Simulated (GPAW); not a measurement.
## A Ge chain with a Se atom bridging one bond: transmission at several levels

How well does a Ge chain with a Se atom bridging one bond conduct at low bias, and how far do basis and functional move the answer?

Main program and level: GPAW 26.7.0; GPAW LCAO, PAW setups; Landauer transmission from Green's functions with principal layers (ASE), zero bias.

## 1. The structure

The cell holds 11 atoms: 10 Ge and 1 Se. Its edges and angles: a = 9.000 Å, b = 9.000 Å, c = 23.700 Å, α = 90.0°, β = 90.0°, γ = 90.0°. Regions: left lead, 5 atoms (5 Ge); channel, 1 atom (1 Se); right lead, 5 atoms (5 Ge). Vacuum lies along a and b. The structure is stacked along c, and the current runs across the ab planes.

## 2. GPAW, dzp

The script solves lead and junction separately, takes H and S in the orbital basis, and joins semi-infinite leads through their self-energies; the dzp basis is the working standard.

The input, run.py:

```python
import json
import numpy as np
from ase import Atoms
from ase.transport.calculators import TransportCalculator
from gpaw import GPAW, FermiDirac
from gpaw.lcao.tools import get_lcao_hamiltonian
from scipy.linalg import eigh

# The junction with lead layers at both ends, along the third cell vector
device = Atoms(
    ['Ge', 'Ge', 'Ge', 'Ge', 'Ge', 'Se', 'Ge', 'Ge', 'Ge', 'Ge', 'Ge'],
    positions=[
        [4.50000, 4.50000, 1.17500],
        [4.50000, 4.50000, 3.52500],
        [4.50000, 4.50000, 5.87500],
        [4.50000, 4.50000, 8.22500],
        [4.50000, 4.50000, 10.57500],
        [6.38583, 4.50000, 11.85000],
        [4.50000, 4.50000, 13.12500],
        [4.50000, 4.50000, 15.47500],
        [4.50000, 4.50000, 17.82500],
        [4.50000, 4.50000, 20.17500],
        [4.50000, 4.50000, 22.52500]],
    cell=[[9.0, 0.0, 0.0], [0.0, 9.0, 0.0], [0.0, 0.0, 23.7]],
    pbc=True)

# One principal layer of the lead: the first 3 atoms of the device
lead = Atoms(
    ['Ge', 'Ge', 'Ge'],
    positions=[
        [4.50000, 4.50000, 1.17500],
        [4.50000, 4.50000, 3.52500],
        [4.50000, 4.50000, 5.87500]],
    cell=[[9.0, 0.0, 0.0], [0.0, 9.0, 0.0], [0.0, 0.0, 7.05]],
    pbc=True)

settings = dict(mode='lcao', basis='dzp', xc='PBE', h=0.2,
                occupations=FermiDirac(0.1), maxiter=250,
                mixer=dict(beta=0.1, nmaxold=8, weight=100.0),
                convergence=dict(density=0.0001))
energies = np.arange(-2, 2 + 1e-9, 0.05)
eta = 0.0001
n1, n2 = 1, 1
# k and -k transmit alike, so half of the mesh across the current serves
mesh = [(i, j) for i in range(n1) for j in range(n2) if (i, j) <= (-i % n1, -j % n2)]
weights = np.array([1 if (i, j) == (-i % n1, -j % n2) else 2 for i, j in mesh]) / (n1 * n2)

# [... helper functions left out ...]
fermi_lead = ground_state(lead, (1, 1, 16), 'lead.txt')
fermi_device = ground_state(device, (1, 1, 3), 'device.txt')
# [... loop over the mesh left out, but for ...]
        # Shift the lead onto the potential of the device's first layer
        shift = ((H[:, 0, 0] - H0[:, 0, 0]) / S0[0, 0]).real.mean()
# [...]
kT = 8.617333e-5 * 77
bias = [0.1, 0.2, 0.5, 1.0, 1.5, 2.0]
# [... integrals and printing left out ...]
```

Started as:

```
$ OMP_NUM_THREADS=1 OPENBLAS_NUM_THREADS=1 python run.py
```

The program printed:

```text
basis functions: device 143, principal layer 39
Fermi level: lead -3.5427 eV, device -3.3147 eV; lead shifted by 0.0422 eV
largest coupling past the next layer 9.77e-06 eV, largest misfit of the first layer 0.061 eV
  E-E_F (eV)   T (one spin)  [channel counts left out]
    -2.000    9.1303e-01
    -1.950    9.6240e-01
    -1.900    9.8747e-01
    -1.850    9.9737e-01
    -1.800    9.9899e-01
    -1.750    9.9672e-01
    -1.700    9.9304e-01
    -1.650    9.8923e-01
    -1.600    9.8589e-01
    -1.550    9.8324e-01
    -1.500    9.8133e-01
    -1.450    9.8010e-01
    -1.400    9.7946e-01
    -1.350    9.7933e-01
    -1.300    9.7962e-01
    -1.250    9.8027e-01
[...]
1.650    1.4895e+00
     1.700    1.5033e+00
     1.750    1.5160e+00
     1.800    1.5277e+00
     1.850    1.5383e+00
     1.900    1.5479e+00
     1.950    1.5565e+00
     2.000    1.5642e+00
conductance at 77 K: 1.0973 G0 a cell; thermopower 0.3907 uV/K
current from the zero-bias T(E) at 0.1 V: 8.5036 uA
current from the zero-bias T(E) at 0.2 V: 17.017 uA
current from the zero-bias T(E) at 0.5 V: 42.699 uA
current from the zero-bias T(E) at 1.0 V: 86.255 uA
current from the zero-bias T(E) at 1.5 V: 130.51 uA
current from the zero-bias T(E) at 2.0 V: 175.21 uA
```

Elapsed: 21 s, on 1 thread of Arm Neoverse V2, shared host; peak memory 0.8 GiB.

This step gave:

```
conductance                                    : 1.097 G₀
largest coupling past the next principal layer : 9.77e-6 eV
largest misfit of the first principal layer    : 0.06056 eV
shift that aligns the lead                     : 0.04218 eV
basis functions of the junction                : 143
basis functions of a principal layer           : 39
transmission at the Fermi level (one spin)     : 1.097
```

One spin. Transmission, zone mean against energy, zero at the Fermi level:

```tsv
energy (eV)	transmission, zone mean
-2.00	0.913
-1.85	0.997
-1.70	0.993
-1.60	0.986
-1.45	0.980
-1.30	0.980
-1.15	0.983
-1.05	1.06
-0.90	1.12
-0.75	1.16
-0.60	1.19
-0.50	1.20
-0.35	1.19
-0.20	1.15
-0.05	1.11
0.00	1.10
0.05	1.09
0.20	1.06
0.35	1.06
0.50	1.07
0.60	1.09
0.75	1.14
0.90	1.19
1.05	1.26
1.15	1.30
1.30	1.37
1.45	1.42
1.60	1.47
1.70	1.50
1.85	1.54
2.00	1.56
```

Not self-consistent under bias; the bias window is split evenly. The current through one cell, from the zero-bias transmission by bias:

```tsv
bias (V)	current through one cell, from the zero-bias transmission (μA)
0.100	8.50
0.200	17.0
0.500	42.7
1.000	86.3
1.500	131
2.000	175
```

The transmission of the three most open eigenchannels by energy, zero at the Fermi level:

```tsv
energy (eV)	channel 1	channel 2	channel 3
-2.00	0.913	0	0
-1.90	0.987	0	0
-1.80	0.999	0	0
-1.70	0.993	0	0
-1.55	0.983	0	0
-1.45	0.980	0	0
-1.35	0.979	0	0
-1.25	0.980	1.3e-12	1.2e-12
-1.15	0.983	9.4e-11	6.3e-11
-1.05	0.998	0.0540	0.0121
-0.90	0.996	0.0970	0.0241
-0.80	0.995	0.119	0.0296
-0.70	0.994	0.141	0.0365
-0.60	0.992	0.155	0.0448
-0.50	0.990	0.156	0.0541
-0.40	0.989	0.142	0.0633
-0.25	0.986	0.102	0.0747
-0.15	0.984	0.0796	0.0717
-0.05	0.983	0.0819	0.0440
0.00	0.983	0.0822	0.0321
0.05	0.982	0.0820	0.0219
0.15	0.982	0.0805	0.00708
0.25	0.981	0.0780	3.6e-4
0.40	0.981	0.0734	0.00640
0.50	0.981	0.0702	0.0213
0.60	0.981	0.0672	0.0444
0.70	0.981	0.0749	0.0643
0.80	0.981	0.112	0.0617
0.90	0.981	0.153	0.0592
1.05	0.981	0.220	0.0559
1.15	0.981	0.266	0.0538
1.25	0.982	0.311	0.0518
1.35	0.982	0.354	0.0498
1.45	0.982	0.394	0.0479
1.55	0.982	0.431	0.0459
1.70	0.983	0.478	0.0428
1.80	0.983	0.504	0.0407
1.90	0.983	0.527	0.0385
2.00	0.983	0.545	0.0361
```

Couplings past the next layer reach 9.8e-6 eV, small enough to drop; the matrix elements of the cell's first layer differ from the bulk lead's by up to 0.061 eV. That layer keeps its own values in the calculation, and only beyond it is the lead taken as perfect. The Fermi levels of lead and junction count from different zeros of potential, one for each periodic cell; with both set to zero, the small remaining shift is what aligns them. By hand: G = 1.097 × 77.48 μS = 85.0 μS, a resistance of 11.8 kΩ; at 0.1 V a linear junction would pass 8.50 μA, and the integral over the bias window gives 8.50 μA.

## 3. GPAW, szp: basis = "szp(dzp)"

One radial function a shell plus polarisation makes the matrices smaller; the question is what that costs.

run.py: that of step 2 with these lines changed.

```diff
@@ -36,3 +36,3 @@
 
-settings = dict(mode='lcao', basis='dzp', xc='PBE', h=0.2,
+settings = dict(mode='lcao', basis='szp(dzp)', xc='PBE', h=0.2,
                 occupations=FermiDirac(0.1), maxiter=250,
```

The program printed:

```text
basis functions: device 99, principal layer 27
Fermi level: lead -4.0702 eV, device -3.8003 eV; lead shifted by 0.0429 eV
largest coupling past the next layer 9.47e-06 eV, largest misfit of the first layer 0.065 eV
  E-E_F (eV)   T (one spin)  [channel counts left out]
    -2.000    6.8460e-01
    -1.950    8.0631e-01
    -1.900    8.9414e-01
    -1.850    9.4919e-01
    -1.800    9.7948e-01
    -1.750    9.9374e-01
    -1.700    9.9873e-01
    -1.650    9.9883e-01
    -1.600    9.9668e-01
    -1.550    9.9374e-01
    -1.500    9.9077e-01
    -1.450    9.8813e-01
    -1.400    9.8598e-01
    -1.350    9.8436e-01
    -1.300    9.8323e-01
    -1.250    9.8255e-01
[...]
1.650    1.4253e+00
     1.700    1.4399e+00
     1.750    1.4534e+00
     1.800    1.4659e+00
     1.850    1.4773e+00
     1.900    1.4877e+00
     1.950    1.4971e+00
     2.000    1.5055e+00
conductance at 77 K: 1.1399 G0 a cell; thermopower 0.5538 uV/K
current from the zero-bias T(E) at 0.1 V: 8.8336 uA
current from the zero-bias T(E) at 0.2 V: 17.674 uA
current from the zero-bias T(E) at 0.5 V: 44.299 uA
current from the zero-bias T(E) at 1.0 V: 89.06 uA
current from the zero-bias T(E) at 1.5 V: 133.53 uA
current from the zero-bias T(E) at 2.0 V: 177.58 uA
```

It took 20 s on 1 thread; peak memory 0.79 GiB.

Numbers from this step:

| Quantity | Value |
| --- | --- |
| conductance | 1.140 G₀ |
| largest coupling past the next principal layer | 9.47e-6 eV |
| largest misfit of the first principal layer | 0.06542 eV |
| shift that aligns the lead | 0.04293 eV |
| basis functions of the junction | 99 |
| basis functions of a principal layer | 27 |
| transmission at the Fermi level (one spin) | 1.140 |

One spin. Table of transmission, zone mean by energy, zero at the Fermi level:

```tsv
energy (eV)	transmission, zone mean
-2.00	0.685
-1.85	0.949
-1.70	0.999
-1.60	0.997
-1.45	0.988
-1.30	0.983
-1.15	0.982
-1.05	0.984
-0.90	1.14
-0.75	1.18
-0.60	1.24
-0.50	1.26
-0.45	1.26
-0.35	1.25
-0.20	1.21
-0.05	1.16
0.00	1.14
0.05	1.12
0.20	1.08
0.35	1.06
0.50	1.05
0.60	1.06
0.75	1.09
0.90	1.14
1.05	1.19
1.15	1.23
1.30	1.30
1.45	1.36
1.60	1.41
1.70	1.44
1.85	1.48
2.00	1.51
```

Not self-consistent under bias; the bias window is split evenly. Current through one cell, from the zero-bias transmission against bias:

```tsv
bias (V)	current through one cell, from the zero-bias transmission (μA)
0.100	8.83
0.200	17.7
0.500	44.3
1.000	89.1
1.500	134
2.000	178
```

Transmission of the three most open eigenchannels against energy, zero at the Fermi level:

```tsv
energy (eV)	channel 1	channel 2	channel 3
-2.00	0.685	0	0
-1.85	0.949	0	0
-1.70	0.999	0	0
-1.60	0.997	0	0
-1.45	0.988	0	0
-1.30	0.983	0	0
-1.15	0.982	8.9e-12	6.1e-12
-1.05	0.984	6.6e-9	2.3e-9
-0.90	0.996	0.116	0.0236
-0.75	0.996	0.157	0.0310
-0.60	0.994	0.203	0.0430
-0.50	0.992	0.216	0.0528
-0.35	0.989	0.196	0.0674
-0.20	0.986	0.146	0.0779
-0.05	0.985	0.0904	0.0821
0.00	0.984	0.0821	0.0734
0.05	0.984	0.0817	0.0578
0.20	0.984	0.0781	0.0212
0.35	0.983	0.0730	0.00221
0.50	0.983	0.0675	0.00289
0.60	0.983	0.0641	0.0146
0.75	0.983	0.0593	0.0482
0.90	0.983	0.0977	0.0551
1.05	0.984	0.158	0.0512
1.15	0.984	0.202	0.0488
1.30	0.985	0.267	0.0454
1.45	0.985	0.330	0.0421
1.60	0.985	0.385	0.0389
1.70	0.986	0.418	0.0367
1.85	0.986	0.458	0.0335
2.00	0.986	0.489	0.0303
```

The conductance, 1.14 G₀, lies 3.9 % above that of the dzp run.

## 4. GPAW, sz: basis = "sz(dzp)"

One function for each valence shell of the setup, as for a first survey of a large system.

run.py: that of step 3 with these lines changed.

```diff
@@ -36,3 +36,3 @@
 
-settings = dict(mode='lcao', basis='szp(dzp)', xc='PBE', h=0.2,
+settings = dict(mode='lcao', basis='sz(dzp)', xc='PBE', h=0.2,
                 occupations=FermiDirac(0.1), maxiter=250,
```

The program printed:

```text
basis functions: device 44, principal layer 12
Fermi level: lead -4.1360 eV, device -3.9054 eV; lead shifted by 0.0306 eV
largest coupling past the next layer 9.36e-06 eV, largest misfit of the first layer 0.064 eV
  E-E_F (eV)   T (one spin)  [channel counts left out]
    -2.000    3.5092e-01
    -1.950    5.2827e-01
    -1.900    7.0353e-01
[...]
1.950    1.4311e+00
     2.000    1.4373e+00
conductance at 77 K: 1.1378 G0 a cell; thermopower 0.6168 uV/K
current from the zero-bias T(E) at 0.1 V: 8.817 uA
current from the zero-bias T(E) at 0.2 V: 17.643 uA
current from the zero-bias T(E) at 0.5 V: 44.241 uA
current from the zero-bias T(E) at 1.0 V: 89.047 uA
current from the zero-bias T(E) at 1.5 V: 133.7 uA
current from the zero-bias T(E) at 2.0 V: 177.77 uA
```

Elapsed: 16 s, on 1 thread; peak memory 0.74 GiB.

This step gave:

```yaml
conductance: 1.138 G₀
largest_coupling_past_the_next_principal_layer: 9.36e-6 eV
largest_misfit_of_the_first_principal_layer: 0.06377 eV
shift_that_aligns_the_lead: 0.03061 eV
basis_functions_of_the_junction: 44
basis_functions_of_a_principal_layer: 12
transmission_at_the_fermi_level_one_spin: 1.138
```

One spin. Transmission, zone mean against energy, zero at the Fermi level:

energy (eV), transmission, zone mean and a bar from the least value:
```
    -2.00       0.35 
    -1.85       0.84 ##############
    -1.70       0.99 ##################
    -1.60       1.00 ##################
    -1.45       0.99 ##################
    -1.30       0.98 #################
    -1.15       0.98 #################
    -1.05       1.06 ####################
    -0.90       1.15 ######################
    -0.75       1.21 ########################
    -0.60       1.26 #########################
    -0.50       1.28 ##########################
    -0.45       1.28 ##########################
    -0.35       1.26 #########################
    -0.20       1.22 ########################
    -0.05       1.16 ######################
     0.00       1.14 ######################
     0.05       1.12 #####################
     0.20       1.07 ####################
     0.35       1.05 ###################
     0.50       1.04 ###################
     0.60       1.05 ###################
     0.75       1.08 ####################
     0.90       1.12 #####################
     1.05       1.18 #######################
     1.15       1.22 ########################
     1.30       1.27 #########################
     1.45       1.32 ###########################
     1.60       1.36 ############################
     1.70       1.39 #############################
     1.85       1.42 #############################
     2.00       1.44 ##############################
```

The conductance, 1.14 G₀, lies 3.7 % above that of the dzp run.

## 5. RPBE in the dzp basis: xc = "RPBE"

Back in the dzp basis, the functional changes from PBE to RPBE, to set the spread between functionals beside that between bases.

run.py: that of step 4 with these lines changed.

```diff
@@ -36,3 +36,3 @@
 
-settings = dict(mode='lcao', basis='sz(dzp)', xc='PBE', h=0.2,
+settings = dict(mode='lcao', basis='dzp', xc='RPBE', h=0.2,
                 occupations=FermiDirac(0.1), maxiter=250,
```

The program printed:

```text
basis functions: device 143, principal layer 39
Fermi level: lead -3.4566 eV, device -3.2281 eV; lead shifted by 0.0455 eV
largest coupling past the next layer 9.83e-06 eV, largest misfit of the first layer 0.059 eV
  E-E_F (eV)   T (one spin)  [channel counts left out]
    -2.000    9.4813e-01
    -1.950    9.8171e-01
    -1.900    9.9584e-01
[...]
1.950    1.5599e+00
     2.000    1.5675e+00
conductance at 77 K: 1.0905 G0 a cell; thermopower 0.3675 uV/K
current from the zero-bias T(E) at 0.1 V: 8.4509 uA
current from the zero-bias T(E) at 0.2 V: 16.912 uA
current from the zero-bias T(E) at 0.5 V: 42.446 uA
current from the zero-bias T(E) at 1.0 V: 85.829 uA
current from the zero-bias T(E) at 1.5 V: 130.05 uA
current from the zero-bias T(E) at 2.0 V: 174.82 uA
```

Wall time 23 s (1 thread); peak memory 0.8 GiB.

This step gave:

```
conductance                                    : 1.090 G₀
largest coupling past the next principal layer : 9.83e-6 eV
largest misfit of the first principal layer    : 0.05883 eV
shift that aligns the lead                     : 0.04550 eV
basis functions of the junction                : 143
basis functions of a principal layer           : 39
transmission at the Fermi level (one spin)     : 1.090
```

The conductance, 1.09 G₀, lies 0.6 % below that of the dzp run.

## 6. The ladder

Times are for 1 thread of Arm Neoverse V2, shared host. Results by setting:

```tsv
no.	run	conductance (G₀)	time	memory (GiB)
1	dzp	1.097	21 s	0.8
2	szp	1.140	20 s	0.79
3	sz	1.138	16 s	0.74
4	dzp RPBE	1.090	23 s	0.8
```

## 7. The levels side by side

The curves are compared point by point over the common energies.

This step: comparison of transmission and cost over codes and levels (GPAW 26.7.0).

Ladder, by row:

```tsv
step	code	T at the Fermi level (sum over the listed spins)	conductance (G0)	r.m.s. T(E) from the first	wall time (s)	peak memory (GiB)	threads
dzp	GPAW	1.097	1.097	0	21.24	0.8	1
szp	GPAW	1.14	1.14	0.05607	19.59	0.79	1
sz	GPAW	1.138	1.138	0.1085	15.78	0.74	1
dzp-RPBE	GPAW	1.09	1.09	0.006061	22.85	0.8	1
```

Transmission, zone mean, sum over the listed spins against energy, zero at the Fermi level:

```tsv
energy (eV)	dzp	szp	sz	dzp-RPBE
-2.000	0.913	0.685	0.351	0.948
-1.800	0.999	0.979	0.927	0.997
-1.600	0.986	0.997	0.998	0.982
-1.400	0.979	0.986	0.982	0.977
-1.200	0.981	0.982	0.976	0.981
-1.000	1.09	1.11	1.11	1.09
-0.800	1.14	1.16	1.19	1.14
-0.600	1.19	1.24	1.26	1.19
-0.500	1.20	1.26	1.28	1.20
-0.450	1.20	1.26	1.28	1.19
-0.400	1.19	1.26	1.27	1.19
-0.200	1.15	1.21	1.22	1.14
0.000	1.10	1.14	1.14	1.09
0.200	1.06	1.08	1.07	1.06
0.400	1.06	1.05	1.04	1.06
0.600	1.09	1.06	1.05	1.09
0.800	1.15	1.10	1.09	1.16
1.000	1.24	1.17	1.16	1.24
1.200	1.32	1.26	1.24	1.33
1.400	1.41	1.34	1.31	1.41
1.600	1.47	1.41	1.36	1.48
1.800	1.53	1.47	1.41	1.53
2.000	1.56	1.51	1.44	1.57
```

(Part 1 of 2 ends here.)

[Logs are printed without paths, hosts, clocks, repeated set-up lines and the standing remarks that a program may print on its own settings, such as how far it seeks lower states.]

[Hosts, paths, dates, database ids (printed as entryN), source tags and the programs' standing remarks are cut or masked in the printed files.]
